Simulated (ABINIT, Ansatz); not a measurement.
# Re (Rhenium): phonons by linear response, part 4 of 4

Aim: the phonon dispersion of Re (Rhenium), checked by a second program.

ABINIT 10.8.3; DFT PBE, scalar-relativistic, plane waves, PseudoDojo norm-conserving pseudopotentials.

So far. Step 7 (Interpolated phonon bands): All branches are real along the path. Step 8 (Density of states): At 300 K the heat capacity has reached 96 % of the Dulong-Petit value.

## (9) The same in Ansatz

A second program on the same cell, potentials, cutoff and meshes tests the implementation of the phonon response, not its convergence.

This step: DFT PBE, scalar-relativistic, plane waves, PseudoDojo norm-conserving pseudopotentials (Ansatz 0.2.0).

Input file input.yaml:

```yaml
crystal:
  lattice:
    - [2.7739122567, 0.0, 0.0]
    - [-1.3869561284, 2.4022784822, 0.0]
    - [0.0, 0.0, 4.4882382491]
  atoms:
    - { symbol: Re, position: [0.3333333333, 0.6666666667, 0.25] }
    - { symbol: Re, position: [0.6666666667, 0.3333333333, 0.75] }
kpoints:
  mp_grid: { grid: [12, 12, 6] }
hamiltonian:
  xc: pbe
  pseudopotentials: { kind: nc, accuracy: standard }
scf:
  occupations: { method: gaussian, width: 0.27211 }
output:
  eigenvalues: true
basis:
  ecutwfc: 816.342
phonons:
  method: dfpt
  qmesh: [3, 3, 2]
  temperatures: { t_max: 1000, t_step: 50 }
  qpath:
    path:
      - [[0.0, 0.0, 0.0], [0.5, 0.0, 0.0], [0.33333333, 0.33333333, 0.0], [0.0, 0.0, 0.0], [0.0, 0.0, 0.5], [0.5, 0.0, 0.5], [0.33333333, 0.33333333, 0.5], [0.0, 0.0, 0.5]]
      - [[0.5, 0.0, 0.5], [0.5, 0.0, 0.0]]
      - [[0.33333333, 0.33333333, 0.5], [0.33333333, 0.33333333, 0.0]]
    npoints: 10
  electrical_resistivity: { temperatures: [77, 300], mesh: [24, 24, 12] }
```

Run with:

```bash
$ ansatz run input.yaml --threads 16 --pin off --max-ram 32768MiB --backend cpu --events-out ev --progress --plain --runs-dir out
```

Numbers of over 12 decimals in the logs are rounded to 6 here.

The log of the run:

```text
Warning: basis.ecutwfc = 816.342 eV is below the records' recommended 979.609905 eV, and the density's cutoff is lower with it unless basis.ecutrho_ratio is high enough to keep the records' density cutoff: compare with a run at a higher cutoff
Engine: ansatz 0.2.0, aarch64-unknown-linux-gnu
Pseudopotentials: kind: nc
Pseudopotential: Re, nc, valence charge 15, recommended cutoff 979.609905 eV (normal), Re.nc.azcp (PseudoDojo's, or run here from an input of PseudoDojo's; its table is named by hamiltonian.pseudopotentials.accuracy)
Functional definition: PBE
  parameter kappa = 0.804
  parameter beta = 0.066725
  exchange = pbe_x(kappa = kappa, mu = beta*pi^2/3)
  correlation = pbe_c(beta = beta)
Crystal: 2 atoms, lattice volume = 29.908 Å³
Basis set: ecut = 816.342 eV, 1605 PW (Γ), exchange–correlation on 54×54×96 points (8 copies of the dense FFT grid, shifted against one another)
Bands: 19, of which v1, the nominal top of the filled ones, is band 15 counted from 1 (14 counted from 0)
Symmetry: 24 space group operations
k-points: 76 of 864
Non-local potential: Re, projectors of the file, l = 0: 2, l = 1: 2, l = 2: 2, l = 3: 2
Initial density: superposition of atomic densities (chi_scale 0.1, normalization cell)
Initial wavefunctions: pseudopotential atomic-orbital guess
Functional: x = pbe(κ = 0.804, μ = 0.219515), c = pbe(β = 0.066725)
SCF iter   1: F=—  HF=-4723.945748 eV  |F-HF|=—  |Δ(HF+E_count)|=         —  Δρ=5.95e-2  dr2=1.00e0  ethr=3.10e-3  ⟨swp⟩=5.8  Hψ=7245  notcnv=0
preconditioner: auto → none  [metal: Δε(μ)=0.068 eV  Ē_g=6.259 eV  σ=0.272 eV  W_gap=0.14  n_scr=8 (ndim 8)  ℏωp=25.4 eV  f_vac=0.000  D(μ)=1.62/eV (n_scr^D=22)  sad-step TF]
SCF iter   2: F=—  HF=-4723.687450 eV  |F-HF|=—  |Δ(HF+E_count)|=   2.58e-1  Δρ=3.32e-2  dr2=2.97e-1  ethr=3.10e-3  ⟨swp⟩=2.2  Hψ=2532  notcnv=0
SCF iter   3: F=—  HF=-4723.593038 eV  |F-HF|=—  |Δ(HF+E_count)|=   9.44e-2  Δρ=2.43e-3  dr2=4.94e-4  ethr=9.90e-4  ⟨swp⟩=2.5  Hψ=2734  notcnv=0
SCF iter   4: F=—  HF=-4723.593310 eV  |F-HF|=—  |Δ(HF+E_count)|=   2.72e-4  Δρ=2.85e-4  dr2=1.55e-5  ethr=1.65e-6  ⟨swp⟩=3.0  Hψ=3335  notcnv=0
SCF iter   5: F=—  HF=-4723.593307 eV  |F-HF|=—  |Δ(HF+E_count)|=   2.79e-6  Δρ=4.60e-5  dr2=4.14e-7  ethr=5.17e-8  ⟨swp⟩=2.6  Hψ=2826  notcnv=0
SCF iter   6: F=—  HF=-4723.593309 eV  |F-HF|=—  |Δ(HF+E_count)|=   1.49e-6  Δρ=8.74e-6  dr2=1.38e-8  ethr=1.38e-9  ⟨swp⟩=3.2  Hψ=3175  notcnv=0
SCF iter   7: F=—  HF=-4723.593309 eV  |F-HF|=—  |Δ(HF+E_count)|=   3.62e-9  Δρ=1.68e-6  dr2=1.69e-10  ethr=4.60e-11  ⟨swp⟩=2.9  Hψ=2868  notcnv=0
SCF iter   8: F=-4723.593309 eV  HF=-4723.593309 eV  |F-HF|=1.82e-12  |Δ(HF+E_count)|=  1.46e-11  Δρ=1.62e-7  dr2=3.82e-12  ethr=1.00e-12  ⟨swp⟩=10.6  Hψ=10888  notcnv=0
SCF 1 converged in 8 iterations: F = -4723.593309 eV  dr2 = 3.82e-12
NSCF: frozen V_eff on 76 k-points
WARN: eigensolver did not converge in 5 slots of this pass, the one above among them; of largest residual over every band (k=75): 1 band(s) unlocked (lowest unlocked band 18, counted from 0; max residual 3.19e-4 eV among the unlocked bands, 3.19e-4 eV over every band); of lowest unlocked band (k=62): band 18
NSCF: frozen V_eff on 172 k-points
DFPT response loops at q = (0, 0, 0) (fractional): preconditioner auto → Kerker (q_TF=auto, 2.730 Å⁻¹) (partly filled bands, converged f_vac=0.000); β = 1.00, the filter's whole step (`scf.mixing.beta` (0.50) is not read by the response loops under this deck's `scf.mixing.preconditioner`; to damp them name `kerker` or `kerker_dos`, under which they read `scf.mixing.beta`, and type it under 1.00, their step now; both keys bind the ground state too); Broyden in place of MSR1
NSCF: frozen V_eff on 344 k-points
DFPT response loops at q = (0, 0, -0.5) (fractional): mixed as the last ones told, above
NSCF: frozen V_eff on 624 k-points
DFPT response loops at q = (0, 0.333333, 0) (fractional): mixed as the last ones told, above
NSCF: frozen V_eff on 624 k-points
DFPT response loops at q = (0, 0.333333, -0.5) (fractional): mixed as the last ones told, above
NSCF: frozen V_eff on 624 k-points
DFPT response loops at q = (0.333333, 0.333333, 0) (fractional): mixed as the last ones told, above
NSCF: frozen V_eff on 624 k-points
DFPT response loops at q = (0.333333, 0.333333, -0.5) (fractional): mixed as the last ones told, above
SCF iter   1: F=—  HF=-4723.945748 eV  |F-HF|=—  |Δ(HF+E_count)|=         —  Δρ=5.95e-2  dr2=1.00e0  ethr=3.10e-3  ⟨swp⟩=5.8  Hψ=7245  notcnv=0
SCF iter   2: F=—  HF=-4723.687450 eV  |F-HF|=—  |Δ(HF+E_count)|=   2.58e-1  Δρ=3.32e-2  dr2=2.97e-1  ethr=3.10e-3  ⟨swp⟩=2.2  Hψ=2532  notcnv=0
SCF iter   3: F=—  HF=-4723.593038 eV  |F-HF|=—  |Δ(HF+E_count)|=   9.44e-2  Δρ=2.43e-3  dr2=4.94e-4  ethr=9.90e-4  ⟨swp⟩=2.5  Hψ=2734  notcnv=0
SCF iter   4: F=—  HF=-4723.593310 eV  |F-HF|=—  |Δ(HF+E_count)|=   2.72e-4  Δρ=2.85e-4  dr2=1.55e-5  ethr=1.65e-6  ⟨swp⟩=3.0  Hψ=3335  notcnv=0
SCF iter   5: F=—  HF=-4723.593307 eV  |F-HF|=—  |Δ(HF+E_count)|=   2.79e-6  Δρ=4.60e-5  dr2=4.14e-7  ethr=5.17e-8  ⟨swp⟩=2.6  Hψ=2826  notcnv=0
SCF iter   6: F=—  HF=-4723.593309 eV  |F-HF|=—  |Δ(HF+E_count)|=   1.49e-6  Δρ=8.74e-6  dr2=1.38e-8  ethr=1.38e-9  ⟨swp⟩=3.2  Hψ=3175  notcnv=0
SCF iter   7: F=—  HF=-4723.593309 eV  |F-HF|=—  |Δ(HF+E_count)|=   3.62e-9  Δρ=1.68e-6  dr2=1.69e-10  ethr=4.60e-11  ⟨swp⟩=2.9  Hψ=2868  notcnv=0
SCF iter   8: F=-4723.593309 eV  HF=-4723.593309 eV  |F-HF|=1.82e-12  |Δ(HF+E_count)|=  1.27e-11  Δρ=1.62e-7  dr2=3.85e-12  ethr=1.00e-12  ⟨swp⟩=4.6  Hψ=5205  notcnv=0
SCF 2 converged in 8 iterations: F = -4723.593309 eV  dr2 = 3.85e-12
NSCF: frozen V_eff on 76 k-points
NSCF: frozen V_eff on 95 k-points
[...]
SCF converged after 8 iterations
Free energy (F): -4723.593309 eV
Harris-Foulkes:  -4723.593309 eV  (|F-HF|=1.82e-12)
Internal energy: -4723.529974 eV  (E = F + TS)
E sigma→0 (E₀):  -4723.561641 eV
Entropy (-TS):   -0.063334 eV (-31.667 meV/atom)
Fermi energy:    23.718727 eV
--- Per-component energies (eV) ---
  E_band       = -151.685235
  E_kinetic    = 1292.606014
  E_local      = -2007.421887  (includes V_loc(G=0)·N_el)
  E_nonlocal   = 207.998212
  E_hartree    = 523.289775
  E_xc         = -941.936510
  E_vxc        = -691.447204  (∫ρ·V_xc dr)
  E_ewald      = -3798.065577
  E_smearing   = -0.063334  (= −TS)
  E_closure    = 0.000000  (closes the sum)
  Σ components = -4723.593309   (vs F -4723.593309, Δ=0.00e0)
--- Band table (eV; the first three rows and the last of 76) ---
  k-point 0: bands = [... 11 lower, 22.1864, 22.1864, 22.9972, 22.9972, 23.9292, 23.9292, 24.2553, 27.0184]
  k-point 1: bands = [... 11 lower, 22.0542, 22.0542, 22.8057, 22.8057, 23.4106, 24.3546, 24.3546, 27.0370]
  k-point 2: bands = [... 11 lower, 21.9436, 21.9436, 22.0037, 22.4047, 22.4047, 25.2685, 25.2685, 26.8569]
  k-point 75: bands = [... 11 lower, 20.0643, 21.5931, 21.5931, 23.7814, 23.7814, 27.0128, 27.0128, 33.0777]
--- Phonons (Γ-DFPT): 2 representative perturbations + reference (Σ response iterations 8) ---
  ASR residual: 3.044e-4 → 0.000e0 eV/Å²; symmetrization residual: 6.297e-10 eV/Å²
  ASR residual per site (eV/Å²): 3.04e-4 3.04e-4
  Γ frequencies (cm⁻¹): 0.00 0.00 0.00 105.56 113.38 113.38
--- Phonons (arbitrary-q DFPT): 6 irreducible q on the 3×3×2 mesh ---
  q = [0.0000, 0.0000, 0.0000] (star 1, of the zone-centre solve; hermiticity 1.43e-10, symmetrization 7.15e-11): 0.00 0.00 0.00 105.56 113.38 113.38
  q = [0.0000, 0.0000, -0.5000] (star 1, 2 solved perturbations in 248 linear systems a pass and spin channel, the states on 172 of 864 k-point pairs; hermiticity 3.11e-9, symmetrization 1.56e-9, the responses' own estimated error 1.5e-7 eV/Å²): 80.21 80.21 80.21 80.21 161.93 161.93
  q = [0.0000, 0.3333, 0.0000] (star 6, 3 solved perturbations on 312 of 864 k-point pairs; hermiticity 6.33e-9, symmetrization 3.82e-10, the responses' own estimated error 1.8e-7 eV/Å²): 99.10 104.61 116.08 152.26 169.43 178.16
  q = [0.0000, 0.3333, -0.5000] (star 6, 3 solved perturbations on 312 of 864 k-point pairs; hermiticity 6.69e-9, symmetrization 3.52e-10, the responses' own estimated error 1.6e-7 eV/Å²): 112.23 112.23 114.19 114.19 176.57 176.57
  q = [0.3333, 0.3333, 0.0000] (star 2, 2 solved perturbations in 436 linear systems a pass and spin channel, the states on 312 of 864 k-point pairs; hermiticity 3.58e-9, symmetrization 1.79e-9, the responses' own estimated error 1.9e-7 eV/Å²): 121.69 150.89 150.89 152.90 187.47 187.47
  q = [0.3333, 0.3333, -0.5000] (star 2, 2 solved perturbations in 436 linear systems a pass and spin channel, the states on 312 of 864 k-point pairs; hermiticity 3.38e-9, symmetrization 1.69e-9, the responses' own estimated error 1.5e-7 eV/Å²): 47.51 47.51 154.40 154.40 190.31 190.31
  sum rule: each row above includes the acoustic sum rule's correction from the zone centre's row sums; it moved no ω² by more than (0.67 cm⁻¹)²
  mesh force constants: q→R imaginary residual 0.00e0; ASR residual 3.044e-4 → 0.000e0 eV/Å²; symmetrization residual 1.421e-14 eV/Å²
  interpolated dispersion: 93 rows × 6 modes
  density of states and harmonic sums: on the 27×27×14 q-mesh, interpolated from the force constants of a 3×3×2 supercell (no non-analytic term)
  largest difference from the sums on the solved wave vectors: F 2.93e-2 eV, S 4.36e-5 and C_V 1.43e-5 eV/K
  zero-point energy: 0.049631 eV/cell   skipped modes (ω ≤ 0): 3   left out of the sums: 4.90e-5 of the cell's modes: C_V's classical limit lies that fraction below 3 k_B per atom; for a crystal, a wire or a layer, F and S can be off by more, and a phonons.interpolated_qmesh denser along its periods is the remedy for the sampling
--- Electrical resistivity: potentials and phonons of a 3×3×2 supercell ---
  scattering by harmonic phonons alone, with no dipole-dipole term; scattering by other electrons, impurities, surfaces and spin disorder is left out, and so is spin–orbit coupling
  the resistivity is that of a variational response, whose dependence on the energy is improved iteratively
  at the Fermi level of each mesh (of a tensor a third of its trace):
           mesh   spin    states/(eV spin)  plasma energy (eV)         λ      λ_tr    ħω_log (meV)
       24×24×12                     0.7528              7.4796    0.7122    0.6781          14.587
        12×12×6                     0.7587              7.4668    0.7231    0.6938          14.701
          6×6×3                     0.7331              6.9387    0.6508    0.6600          15.071
  resistivity on the deck's mesh, µΩ·cm:
     T (K)       trace/3  mesh converged            xx            yy            zz    lowest order   relaxation time
     77.00      2.2009e0              no      2.4325e0      2.4325e0      1.7377e0        2.4828e0          2.2831e0
    300.00      1.4408e1              no      1.6007e1      1.6007e1      1.1212e1        1.4870e1          1.4639e1
  mean free path at 77 K (of a tensor a third of its trace): 34.8 nm by what each carries, 28.4 by the Fermi surface alone
  Hall coefficient in a weak field at 77 K (a third of the trace): 2.063e-10 m³/C (as a tensor it moves by 8.5 % between the two finest meshes); by each state's relaxation time: 2.062e-10 m³/C; by a constant relaxation time: 1.434e-10 m³/C
  mean free path at 300 K (of a tensor a third of its trace): 5.05 nm by what each carries, 4.34 by the Fermi surface alone
  Hall coefficient in a weak field at 300 K (a third of the trace): 2.069e-10 m³/C (as a tensor it moves by 7.2 % between the two finest meshes); by each state's relaxation time: 1.990e-10 m³/C; by a constant relaxation time: 1.443e-10 m³/C
  the resistivity times a path that all electrons share, by the Fermi surface of the deck's mesh alone (a third of the trace): 6.282e-16 Ω·m²
  not converged in the mesh (λ; λ_tr; the resistivity at 77 K by 4.32 %; the resistivity at 300 K by 5.11 %): between neighbouring meshes, the two finest first, λ moves by 1.53 % and 10.01 %, λ_tr by 2.38 % and 6.36 % and the resistivity by up to 5.11 % and 98.15 %; an estimate, no bound, puts it up to 9.3e-7 % above the Boltzmann equation's exact value after up to 3 iterations (at most 30 are made, fewer where the estimate is under 1.0e-6 % of each spin channel's own resistivity)
  vibrations of 18 cells: unjudged by the run; compare a larger repeat
  the changes of the potential over all sites missed a rigid shift's by 0.00 % (the site terms' by 0.00 %)
  at the force constants' own smearing the fine mesh and the k-points of their solves give squared frequencies that differ by 21.6 % of the larger at the most, at (0.3333, 0.3333, -0.5)
```

The job ended after 88 s (16 threads of Arm Neoverse V1, shared host; peak memory 1.9 GiB).

Read from the output:

| Item | Value |
| --- | --- |
| sum-rule residual before enforcement | 3.04e-4 eV/Å² |
| mean frequency | 133.4 cm⁻¹ |
| Debye temperature (second moment) | 257 K |
| logarithmic mean frequency | 128.3 cm⁻¹ |
| lowest optical zone-centre mode | 105.6 cm⁻¹ |
| lowest mode on the q mesh (acoustic ones at the zone centre apart) | 47.51 cm⁻¹ |
| zero-point energy per atom | 24.82 meV |
| heat capacity at 300 K | 24.05 J/(mol atoms K) |
| vibrational entropy at 300 K | 37.51 J/(mol atoms K) |

## (10) The two compared: ABINIT PseudoDojo and Ansatz, PseudoDojo

Worked out from the results:

* root-mean-square difference: 0.02 cm⁻¹
* largest difference: 0.04 cm⁻¹
* root-mean-square difference on the path: 1.5 cm⁻¹
* largest difference on the path: 7.8 cm⁻¹

At the solved wavevectors the largest difference (acoustic modes at Γ apart) is 0.02 % of the highest mode (on the interpolated path 4 %).

## (11) Results

```json
{
 "space group after relaxation": "P6_3/mmc",
 "volume per atom": "15.0 Å³",
 "highest optical zone-centre mode (no LO-TO term)": "113.4 cm⁻¹",
 "lowest optical zone-centre mode": "105.5 cm⁻¹",
 "q mesh": "3×3×2",
 "lowest mode on the q mesh (acoustic ones at the zone centre apart)": "47.5 cm⁻¹",
 "zero-point energy per atom": "24.8 meV",
 "heat capacity at 300 K": "24.1 J/(mol atoms K)",
 "vibrational entropy at 300 K": "37.5 J/(mol atoms K)",
 "imaginary modes on the q mesh": "none",
 "largest difference from Ansatz, PseudoDojo": "0.04 cm⁻¹"
}
```

Re (Rhenium) is dynamically stable on the 3×3×2 mesh; its spectrum reaches 203 cm⁻¹. At the PBE level the optical modes of Re (Rhenium) at the zone centre run from 106 to 113 cm⁻¹. Along axes with an odd number of divisions the mesh misses the zone-boundary points at one half, where instabilities often lie; those are only interpolated. The base run prints -0.33 GPa, mostly the error of a finite basis; the relaxation, with a smoothed and higher cutoff, had brought the cell to rest. ABINIT PseudoDojo and Ansatz, PseudoDojo agree to 0.04 cm⁻¹ (0.02 % of the highest mode compared) on all solved modes but the acoustic ones at Γ. Their interpolated bands part by up to 8 cm⁻¹. These are harmonic frequencies at zero temperature: anharmonic shifts and linewidths and thermal expansion are left out. Spin-orbit coupling is left out, which can matter for the heavy elements here. In a metal the frequencies hang on the k mesh and the smearing, most of all near Kohn anomalies. Ansatz warns that the cutoff lies 17 % under the one recommended for these files; agreement at one cutoff is not convergence. Electron-phonon sums were run after this but are left out, since no second program bore their λ out within 30 %; a λ that a log prints is not taken as a result. The q mesh stands for a supercell only 8.3 Å across, so branches between the solved wavevectors are rough.

[Host names and launcher messages were left out of these logs when they were recorded.]

[Logs are printed without paths, hosts, clocks, repeated set-up lines and the standing remarks that a program may print on its own settings, such as how far it seeks lower states.]

[Hosts, paths, dates, database ids (printed as entryN), source tags and the programs' standing remarks are cut or masked in the printed files.]
